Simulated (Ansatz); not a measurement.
**Lattice dynamics of YHSe (P-6m2)**

How does YHSe (P-6m2) vibrate, and is this structure a minimum?

Main program and level: Ansatz 0.2.0; DFT LDA, scalar-relativistic, plane waves, PAW.

## Step 1: The starting structure

The structure is hexagonal, space group P-6m2 (No. 187). The conventional cell has a = 3.841 Å, b = 3.841 Å, c = 3.916 Å, α = 90.00°, β = 90.00°, γ = 120.00°. Y has 3 H at 2.22 Å and 6 Se at 2.96 Å nearest. H has 3 Y at 2.22 Å nearest. Nearest to Se lie 6 Y at 2.96 Å and 6 H at 2.96 Å. Farther neighbours and most contacts between anions are not listed.

## Step 2: Relaxation

Harmonic phonons are second derivatives at a point where the forces vanish, and they are wanted at zero stress, so atoms and cell are relaxed first.

Input file input.yaml:

```yaml
crystal:
  lattice:
    - [3.8409313358, 0.0, 0.0]
    - [-1.9204656679, 3.326344111, 0.0]
    - [0.0, 0.0, 3.91554956]
  atoms:
    - { symbol: "Y", position: [0.0, 0.0, 0.0] }
    - { symbol: H, position: [0.33333333, 0.66666667, 0.0] }
    - { symbol: Se, position: [0.66666667, 0.33333333, 0.5] }
kpoints:
  mp_grid: { grid: [9, 9, 6] }
hamiltonian:
  xc: lda
scf:
  occupations: { method: gaussian, width: 0.02 }
output:
  forces: true
  stress: true
  eigenvalues: true
relax:
  adjacent_minimum: "off"
  f_tol: 0.005
  max_steps: 80
  cell: { stress_tol: 0.05 }
```

Started as:

```
> ansatz run input.yaml --threads 4 --pin off --max-ram 7168MiB --backend cpu --events-out ev --progress --plain --runs-dir out
```

Numbers of over 12 decimals in the logs are rounded to 6 here.

Output:

```text
Engine: ansatz 0.2.0, aarch64-unknown-linux-gnu
Pseudopotentials: kind: paw
Pseudopotential: Y, paw, valence charge 11, recommended cutoff 420 eV (normal), Y.paw.azcp
Pseudopotential: H, paw, valence charge 1, recommended cutoff 420 eV (normal), H.paw.azcp
Pseudopotential: Se, paw, valence charge 16, recommended cutoff 420 eV (normal), Se.paw.azcp
Functional definition: SPW92
  exchange = slater_x
  correlation = pw_c
Crystal: 3 atoms, lattice volume = 50.026 Å³
Basis set: ecut = 420 eV, 985 PW (Γ)
Bands: 18, of which v1, the nominal top of the filled ones, is band 14 counted from 1 (13 counted from 0)
Symmetry: 12 space group operations
Space group: P-6m2 (ITA 187), of the structure as read, at distance tolerance 3.7e-5 Å
k-points: 48 of 486 (time reversal used)
Non-local potential: Y, projectors of the file, l = 0: 3, l = 1: 2, l = 2: 2, l = 3: 1
Non-local potential: H, projectors of the file, l = 0: 2, l = 1: 1
Non-local potential: Se, projectors of the file, l = 0: 2, l = 1: 2, l = 2: 3, l = 3: 1
PAW form: soft (Blöchl's): semilocal exchange-correlation on the pseudo side does not see the compensation charge
PAW frozen core: Y, regenerated for the run's functional, and the local potential with it (the file was generated under x = pbe(κ = 0.804, μ = 0.219515), c = pbe(β = 0.066725))
PAW frozen core: Se, regenerated for the run's functional, and the local potential with it (the file was generated under x = pbe(κ = 0.804, μ = 0.219515), c = pbe(β = 0.066725))
PAW one-centre angular grid: Y, 590 points (default); XC on 64 Gauss nodes
PAW one-centre angular grid: H, 110 points (default); XC on 64 Gauss nodes
PAW one-centre angular grid: Se, 590 points (default); XC on 64 Gauss nodes
Initial density: superposition of atomic densities (neutral atoms: chi_scale 0, normalization atom), corrected by the library's trained network
Initial wavefunctions: pseudopotential atomic-orbital guess
Functional: x = slater, c = lda
SCF iter   1: F=—  HF=-9149.091414 eV  |F-HF|=—  |Δ(HF+E_count)|=         —  Δρ=8.89e-3  dr2=3.32e-2  ethr=1.77e-3  ⟨swp⟩=6.1  Hψ=3945  notcnv=0
preconditioner: auto → none  [insulator: Δε(μ)=1.225 eV  Ē_g=8.531 eV  σ=0.020 eV  W_gap=1.00  n_scr=8 (ndim 8)  ℏωp=16.6 eV  f_vac=0.000  D(μ)=0.00/eV (n_scr^D=0)  ε∞_Penn≈4.8]
SCF iter   2: F=—  HF=-9149.081130 eV  |F-HF|=—  |Δ(HF+E_count)|=   1.03e-2  Δρ=3.09e-3  dr2=2.18e-3  ethr=1.19e-4  ⟨swp⟩=2.1  Hψ=1592  notcnv=0
SCF iter   3: F=—  HF=-9149.080861 eV  |F-HF|=—  |Δ(HF+E_count)|=   2.69e-4  Δρ=1.27e-3  dr2=4.74e-4  ethr=7.77e-6  ⟨swp⟩=2.0  Hψ=1286  notcnv=0
SCF iter   4: F=—  HF=-9149.080808 eV  |F-HF|=—  |Δ(HF+E_count)|=   5.32e-5  Δρ=4.40e-4  dr2=3.57e-5  ethr=1.69e-6  ⟨swp⟩=2.1  Hψ=1111  notcnv=0
SCF iter   5: F=—  HF=-9149.080807 eV  |F-HF|=—  |Δ(HF+E_count)|=   6.21e-7  Δρ=3.05e-5  dr2=1.58e-7  ethr=1.28e-7  ⟨swp⟩=2.8  Hψ=1326  notcnv=0
SCF iter   6: F=-9149.080807 eV  HF=-9149.080807 eV  |F-HF|=1.75e-9  |Δ(HF+E_count)|=   1.98e-8  Δρ=7.11e-6  dr2=7.26e-9  ethr=3.57e-10  ⟨swp⟩=4.9  Hψ=3468  notcnv=0
SCF 1 converged in 6 iterations: F = -9149.080807 eV  dr2 = 7.26e-9
  greatest PAW one-centre occupation: 1.000 electrons in one spin orbital (limit 2), on the Se atom at site 2 (counted from 0), in its partial waves of l = 2
relax step   1: F+E_penalty+E_count = -9149.08080748 eV  Δ(F+E_penalty+E_count) = +0.000e0 eV  max|allowed force component| = 2.139e-17 eV/Å  Δτ_max = 0.0000 Å  P = -5.609 GPa  Ω = 50.026 Å³  (6 SCF iters, dr2 threshold 1.00e-7 eV, accepted)
Crystal: 3 atoms, lattice volume = 43.625 Å³
Basis set: ecut = 420 eV, 865 PW (Γ)
Initial density: handed on by an earlier stage of this run
Initial wavefunctions: those handed on with the density
iter 1 solved again at ethr=3.59e-4 eV; its pass at ethr=3.10e-3 eV (dr2=1.01e-1 eV) is discarded
SCF iter   1: F=—  HF=-9149.107384 eV  |F-HF|=—  |Δ(HF+E_count)|=         —  Δρ=1.06e-2  dr2=1.01e-1  ethr=3.59e-4  ⟨swp⟩=1.0  Hψ=5296  notcnv=0
preconditioner: auto → none  [insulator: Δε(μ)=1.360 eV  Ē_g=15.559 eV  σ=0.020 eV  W_gap=1.00  n_scr=8 (ndim 8)  ℏωp=22.5 eV  f_vac=0.000  D(μ)=0.00/eV (n_scr^D=0)  ε∞_Penn≈3.1]
SCF iter   2: F=—  HF=-9149.073261 eV  |F-HF|=—  |Δ(HF+E_count)|=   3.41e-2  Δρ=4.52e-3  dr2=9.20e-3  ethr=3.59e-4  ⟨swp⟩=2.3  Hψ=1315  notcnv=0
SCF iter   3: F=—  HF=-9149.069821 eV  |F-HF|=—  |Δ(HF+E_count)|=   3.44e-3  Δρ=1.62e-3  dr2=8.75e-4  ethr=3.29e-5  ⟨swp⟩=2.3  Hψ=1916  notcnv=0
SCF iter   4: F=—  HF=-9149.069507 eV  |F-HF|=—  |Δ(HF+E_count)|=   3.14e-4  Δρ=3.86e-4  dr2=4.24e-5  ethr=3.13e-6  ⟨swp⟩=2.1  Hψ=1247  notcnv=0
SCF iter   5: F=—  HF=-9149.069493 eV  |F-HF|=—  |Δ(HF+E_count)|=   1.41e-5  Δρ=5.81e-5  dr2=6.72e-7  ethr=1.52e-7  ⟨swp⟩=2.6  Hψ=1478  notcnv=0
SCF iter   6: F=-9149.069493 eV  HF=-9149.069493 eV  |F-HF|=1.55e-9  |Δ(HF+E_count)|=   8.22e-8  Δρ=1.16e-5  dr2=2.84e-8  ethr=1.07e-9  ⟨swp⟩=5.1  Hψ=3582  notcnv=0
SCF 2 converged in 6 iterations: F = -9149.069493 eV  dr2 = 2.84e-8
relax step   2: F+E_penalty+E_count = -9149.06949276 eV  Δ(F+E_penalty+E_count) = +1.131e-2 eV  max|allowed force component| = 2.747e-17 eV/Å  Δτ_max = 0.0000 Å  P = +7.875 GPa  Ω = 43.625 Å³  energy of the carried Pulay correction = +1.990e-3 eV  (6 SCF iters, dr2 threshold 3.00e-7 eV, rejected (line search))
Crystal: 3 atoms, lattice volume = 47.152 Å³
Basis set: ecut = 420 eV, 901 PW (Γ)
iter 1 solved again at ethr=1.39e-4 eV; its pass at ethr=3.10e-3 eV (dr2=3.90e-2 eV) is discarded
SCF iter   1: F=—  HF=-9149.155749 eV  |F-HF|=—  |Δ(HF+E_count)|=         —  Δρ=6.29e-3  dr2=3.92e-2  ethr=1.39e-4  ⟨swp⟩=1.0  Hψ=5151  notcnv=0
preconditioner: auto → none  [insulator: Δε(μ)=1.252 eV  Ē_g=9.037 eV  σ=0.020 eV  W_gap=1.00  n_scr=8 (ndim 8)  ℏωp=17.1 eV  f_vac=0.000  D(μ)=0.00/eV (n_scr^D=0)  ε∞_Penn≈4.6]
SCF iter   2: F=—  HF=-9149.142630 eV  |F-HF|=—  |Δ(HF+E_count)|=   1.31e-2  Δρ=2.75e-3  dr2=3.99e-3  ethr=1.39e-4  ⟨swp⟩=2.6  Hψ=1335  notcnv=0
SCF iter   3: F=—  HF=-9149.141211 eV  |F-HF|=—  |Δ(HF+E_count)|=   1.42e-3  Δρ=9.55e-4  dr2=3.77e-4  ethr=1.43e-5  ⟨swp⟩=2.1  Hψ=1764  notcnv=0
SCF iter   4: F=—  HF=-9149.141083 eV  |F-HF|=—  |Δ(HF+E_count)|=   1.27e-4  Δρ=2.52e-4  dr2=2.07e-5  ethr=1.35e-6  ⟨swp⟩=2.0  Hψ=1164  notcnv=0
SCF iter   5: F=—  HF=-9149.141075 eV  |F-HF|=—  |Δ(HF+E_count)|=   7.61e-6  Δρ=3.62e-5  dr2=2.94e-7  ethr=7.38e-8  ⟨swp⟩=2.9  Hψ=1534  notcnv=0
SCF iter   6: F=—  HF=-9149.141076 eV  |F-HF|=—  |Δ(HF+E_count)|=   5.61e-7  Δρ=5.73e-6  dr2=1.24e-8  ethr=1.05e-9  ⟨swp⟩=2.0  Hψ=1452  notcnv=0
SCF iter   7: F=—  HF=-9149.141076 eV  |F-HF|=—  |Δ(HF+E_count)|=   3.42e-9  Δρ=1.12e-6  dr2=2.08e-10  ethr=4.43e-11  ⟨swp⟩=2.0  Hψ=1527  notcnv=0
SCF iter   8: F=—  HF=-9149.141076 eV  |F-HF|=—  |Δ(HF+E_count)|=  3.82e-11  Δρ=2.14e-7  dr2=8.57e-12  ethr=1.00e-12  ⟨swp⟩=5.5  Hψ=3728  notcnv=0
SCF iter   9: F=-9149.141076 eV  HF=-9149.141076 eV  |F-HF|=0.00e0  |Δ(HF+E_count)|=  1.82e-12  Δρ=1.54e-8  dr2=7.39e-14  ethr=1.00e-12  ⟨swp⟩=5.0  Hψ=3269  notcnv=0
SCF 3 converged in 9 iterations: F = -9149.141076 eV  dr2 = 7.39e-14
relax step   3: F+E_penalty+E_count = -9149.14107604 eV  Δ(F+E_penalty+E_count) = -6.027e-2 eV  max|allowed force component| = 7.161e-17 eV/Å  Δτ_max = 0.0000 Å  P = -0.711 GPa  Ω = 47.152 Å³  energy of the carried Pulay correction = +8.619e-4 eV  (9 SCF iters, accepted)
[...]
relax step   4: F+E_penalty+E_count = -9149.14191865 eV  Δ(F+E_penalty+E_count) = -8.426e-4 eV  max|allowed force component| = 2.178e-17 eV/Å  Δτ_max = 0.0000 Å  P = +0.106 GPa  Ω = 46.752 Å³  energy of the carried Pulay correction = +9.850e-4 eV  (5 SCF iters, dr2 threshold 3.00e-7 eV, accepted)
[...]
relax step   5: F+E_penalty+E_count = -9149.14199320 eV  Δ(F+E_penalty+E_count) = -7.455e-5 eV  max|allowed force component| = 3.845e-17 eV/Å  Δτ_max = 0.0000 Å  P = +0.004 GPa  Ω = 46.800 Å³  energy of the carried Pulay correction = +9.703e-4 eV  (4 SCF iters, dr2 threshold 1.24e-7 eV, accepted)
Initial wavefunctions: pseudopotential atomic-orbital guess (no wavefunctions were taken with the density)
iter 1 solved again at ethr=7.00e-8 eV; its pass at ethr=3.10e-3 eV (dr2=1.96e-5 eV) is discarded
SCF iter   1: F=—  HF=-9149.141113 eV  |F-HF|=—  |Δ(HF+E_count)|=         —  Δρ=9.49e-5  dr2=4.65e-7  ethr=7.00e-8  ⟨swp⟩=3.0  Hψ=6506  notcnv=0
preconditioner: auto → none  [insulator: Δε(μ)=1.311 eV  Ē_g=8.974 eV  σ=0.020 eV  W_gap=1.00  n_scr=8 (ndim 8)  ℏωp=17.2 eV  f_vac=0.000  D(μ)=0.00/eV (n_scr^D=0)  ε∞_Penn≈4.7]
SCF iter   2: F=—  HF=-9149.141113 eV  |F-HF|=—  |Δ(HF+E_count)|=   3.28e-7  Δρ=4.73e-5  dr2=1.20e-7  ethr=1.66e-9  ⟨swp⟩=2.0  Hψ=1509  notcnv=0
SCF iter   3: F=—  HF=-9149.141113 eV  |F-HF|=—  |Δ(HF+E_count)|=   2.03e-7  Δρ=1.27e-5  dr2=1.39e-8  ethr=4.29e-10  ⟨swp⟩=2.0  Hψ=1079  notcnv=0
SCF iter   4: F=—  HF=-9149.141113 eV  |F-HF|=—  |Δ(HF+E_count)|=   1.30e-8  Δρ=2.74e-6  dr2=2.27e-9  ethr=4.97e-11  ⟨swp⟩=2.0  Hψ=1536  notcnv=0
SCF iter   5: F=—  HF=-9149.141113 eV  |F-HF|=—  |Δ(HF+E_count)|=  1.29e-10  Δρ=4.68e-7  dr2=3.67e-11  ethr=8.09e-12  ⟨swp⟩=2.0  Hψ=1103  notcnv=0
SCF iter   6: F=-9149.141113 eV  HF=-9149.141113 eV  |F-HF|=3.64e-12  |Δ(HF+E_count)|=  9.09e-12  Δρ=7.53e-8  dr2=7.41e-13  ethr=1.00e-12  ⟨swp⟩=5.0  Hψ=3321  notcnv=0
SCF 6 converged in 6 iterations: F = -9149.141113 eV  dr2 = 7.41e-13
relax step   6: F+E_penalty+E_count = -9149.14111319 eV  Δ(F+E_penalty+E_count) = +8.800e-4 eV  max|allowed force component| = 2.641e-17 eV/Å  Δτ_max = 0.0000 Å  P = -0.005 GPa  Ω = 46.800 Å³  stress off target by 1.60e-2 GPa  SCF on the basis re-selected at this cell (its energy is not comparable with the rows above)  (6 SCF iters)
basis re-selected at this cell: Δ(F+E_penalty+E_count) = +8.800e-4 eV, ΔP = -0.009 GPa vs the last step (what re-selecting the basis moved, of the pressure what is left beyond the Pulay correction that the steps carried, after the strain that the cell walked since its last selection, with what the two solves' SCF thresholds leave and, on support functions, any second-order correction that the steps lacked; it is no m [...]
SCF converged after 6 iterations
Free energy (F): -9149.141113 eV
Harris-Foulkes:  -9149.141113 eV  (|F-HF|=3.64e-12)
Internal energy: -9149.141113 eV  (E = F + TS)
E sigma→0 (E₀):  -9149.141113 eV
Fermi energy:    11.819500 eV
--- Per-component energies (eV) ---
  E_band       = -424.892769
  E_kinetic    = 443.172015
  E_local      = -2818.500589  (includes V_loc(G=0)·N_el)
  E_nonlocal   = -535.087566
  E_hartree    = 1320.736945
  E_xc         = -287.841947
  E_vxc        = -313.425169  (∫ρ·V_xc dr)
  E_paw        = -4551.222445  (= ΣΔE_a)
  E_vpaw       = 157.476494  (= ΣTr[D̂ρ^β])
  E_aug_tail   = -0.001838  (compensation charges beyond the density's cutoff)
  E_ewald      = -2722.942636
  E_core_change = 2.546948  (= ΣΔE_core)
  E_smearing   = -0.000000  (= −TS)
  E_closure    = -0.000000  (closes the sum)
  Σ components = -9149.141113   (vs F -9149.141113, Δ=0.00e0)
--- Forces (eV/Å), atoms counted from 1 ---
  atom   1  Y      0.00000000    -0.00000000     0.00000000
  atom   2  H     -0.00000000    -0.00000000     0.00000000
  atom   3  Se    -0.00000000    -0.00000000     0.00000000
  max |Σ_I F_I| component: 8.88e-17 eV/Å
--- Stress (GPa, compression-positive) ---
        0.000092       0.000000       0.000000
        0.000000       0.000092      -0.000000
        0.000000      -0.000000      -0.016003
  P = ⅓ Tr σ = -0.0053 GPa (-0.053 kbar)
--- Band table (eV; the first three rows and the last of 48) ---
  k-point 0: bands = [... 10 lower, 7.4758, 9.4331, 9.4331, 9.4634, 12.4751, 15.1078, 15.1078, 15.2742]
  k-point 1: bands = [... 10 lower, 6.5159, 9.5458, 9.5458, 10.1215, 12.9656, 13.8712, 13.8712, 16.0297]
  k-point 2: bands = [... 10 lower, 5.1691, 9.7800, 9.7800, 10.8720, 13.0594, 13.0594, 14.4056, 15.4074]
  k-point 47: bands = [... 10 lower, 6.8365, 7.3608, 8.0317, 8.5805, 15.2699, 15.6992, 16.5982, 17.2356]
--- Relaxed structure (5 steps of the walk, 4 accepted, 1 SCFs on fresh bases) ---
  F+E_penalty+E_count = -9149.14111319 eV   max|allowed force component| = 2.641e-17 eV/Å   (the final SCF, on the basis selected at the relaxed cell)
  cell:  # Å, volume = 46.8004 Å³
    - [3.763669, 0, 3.2544445693866106e-18]
    - [-1.881834, 3.259433, -1.6272222846933082e-18]
    - [3.3176690462865193e-18, 0, 3.815016]
  atoms:
    - { symbol: Y, position: [0, 0, 0] }
    - { symbol: H, position: [0.333333, 0.666667, 0] }
    - { symbol: Se, position: [0.666667, 0.333333, 0.5] }
```

Wall time 6.5 s (4 threads of Arm Neoverse V2, shared host); peak memory 0.4 GiB.

Step by step:

| step | energy less that of the first step (eV) | largest force component (eV/Å) | pressure (GPa) | volume (Å³) |
| --- | --- | --- | --- | --- |
| 1 | 0.0000 | 0.0000 | -5.61 | 50.03 |
| 2 | 0.0113 | 0.0000 | 7.87 | 43.62 |
| 3 | -0.0603 | 0.0000 | -0.71 | 47.15 |
| 4 | -0.0611 | 0.0000 | 0.11 | 46.75 |
| 5 | -0.0612 | 0.0000 | 0.00 | 46.80 |
| 6* | -0.0603 | 0.0000 | -0.01 | 46.80 |

Relaxation steps marked * repeat the geometry before them on a plane-wave basis chosen anew for their cell, so energy and pressure can jump there. Relaxation step 2 was tried and not accepted.

Forces are held to the 12 operations that the run works with; a distortion that breaks them can't arise in this run.

```
conventional cell, symmetrised  before  after  change
                         a (Å)   3.841  3.764  -2.0 %
                         b (Å)   3.841  3.764  -2.0 %
                         c (Å)   3.916  3.815  -2.6 %
              volume (Å³/atom)   16.68  15.60  -6.4 %
```

The relaxed structure:

```cif
data_structure
_symmetry_space_group_name_H-M 'P 1'
_symmetry_Int_Tables_number 1
_cell_length_a 3.7637
_cell_length_b 3.7637
_cell_length_c 3.8150
_cell_angle_alpha 90.000
_cell_angle_beta 90.000
_cell_angle_gamma 120.000
_cell_volume 46.80
loop_
_atom_site_label
_atom_site_type_symbol
_atom_site_fract_x
_atom_site_fract_y
_atom_site_fract_z
_atom_site_occupancy
Y1 Y 0.00000 0.00000 0.00000 1
H2 H 0.33333 0.66667 0.00000 1
Se3 Se 0.66667 0.33333 0.50000 1
```

This step gave:

- pressure: -0.005273 GPa
- gap on the k-mesh: 1.311 eV
- volume per atom: 15.60 Å³
- direct gap on mesh: 1.700 eV

In this step the volume went from 16.68 to 15.60 Å³/atom.

## Step 3: Tight relaxation

Phonons need a cell at rest on their own settings, so the relaxation is repeated with tight tolerances on forces and stress, using the mesh and the filling of the phonon run that follows.

Input file input.yaml:

```yaml
crystal:
  lattice:
    - [3.7636688445, 0.0, 0.0]
    - [-1.8818344223, 3.2594328308, 0.0]
    - [0.0, 0.0, 3.8150156018]
  atoms:
    - { symbol: "Y", position: [0.0, 0.0, 0.0] }
    - { symbol: H, position: [0.3333333333, 0.6666666667, 0.0] }
    - { symbol: Se, position: [0.6666666667, 0.3333333333, 0.5] }
kpoints:
  mp_grid: { grid: [9, 9, 8] }
hamiltonian:
  xc: lda
scf:
  occupations: { method: fixed }
output:
  forces: true
  stress: true
  eigenvalues: true
relax:
  adjacent_minimum: "off"
  f_tol: 0.001
  max_steps: 60
  cell: { stress_tol: 0.01 }
```

Output:

```text
[...]
Crystal: 3 atoms, lattice volume = 46.800 Å³
Basis set: ecut = 420 eV, 901 PW (Γ)
Bands: 18, of which v1, the nominal top of the filled ones, is band 14 counted from 1 (13 counted from 0)
Symmetry: 12 space group operations
[...]
k-points: 60 of 648 (time reversal used)
[...]
--- Relaxed structure (3 steps of the walk, 2 accepted, 1 SCFs on fresh bases) ---
[...]
cell:  # Å, volume = 46.7970 Å³
    - [3.763736, 2.8868063453974145e-11, 0.0]
    - [-1.881868, 3.259491, 0.0]
    - [0.0, 0.0, 3.814604]
  atoms:
    - { symbol: Y, position: [0, 0, 0.0] }
    - { symbol: H, position: [0.333333, 0.666667, 0.0] }
    - { symbol: Se, position: [0.666667, 0.333333, 0.5] }
[key lines of the parts left out:]
SCF converged after 5 iterations
Free energy (F): -9149.141240 eV
Fermi energy:    11.165319 eV
P = ⅓ Tr σ = -0.0000 GPa (-0.000 kbar)
```

The job ended after 4.5 s (4 threads; peak memory 0.4 GiB; 17 s of CPU time).

Little changed from the start: no atom moved by 0.005 Å and no cell edge by 0.1 %.

This step gave:

```yaml
pressure: -4.36e-5 GPa
gap_on_the_k_mesh: 1.310 eV
```

The forces vanish by symmetry and the pressure is 0.000 GPa, within the tolerances set. The cell now holds 15.60 Å³/atom.

[end of part 1 of 3]

[Logs are printed without paths, hosts, clocks, repeated set-up lines and the standing remarks that a program may print on its own settings, such as how far it seeks lower states.]

[Hosts, paths, dates, database ids (printed as entryN), source tags and the programs' standing remarks are cut or masked in the printed files.]
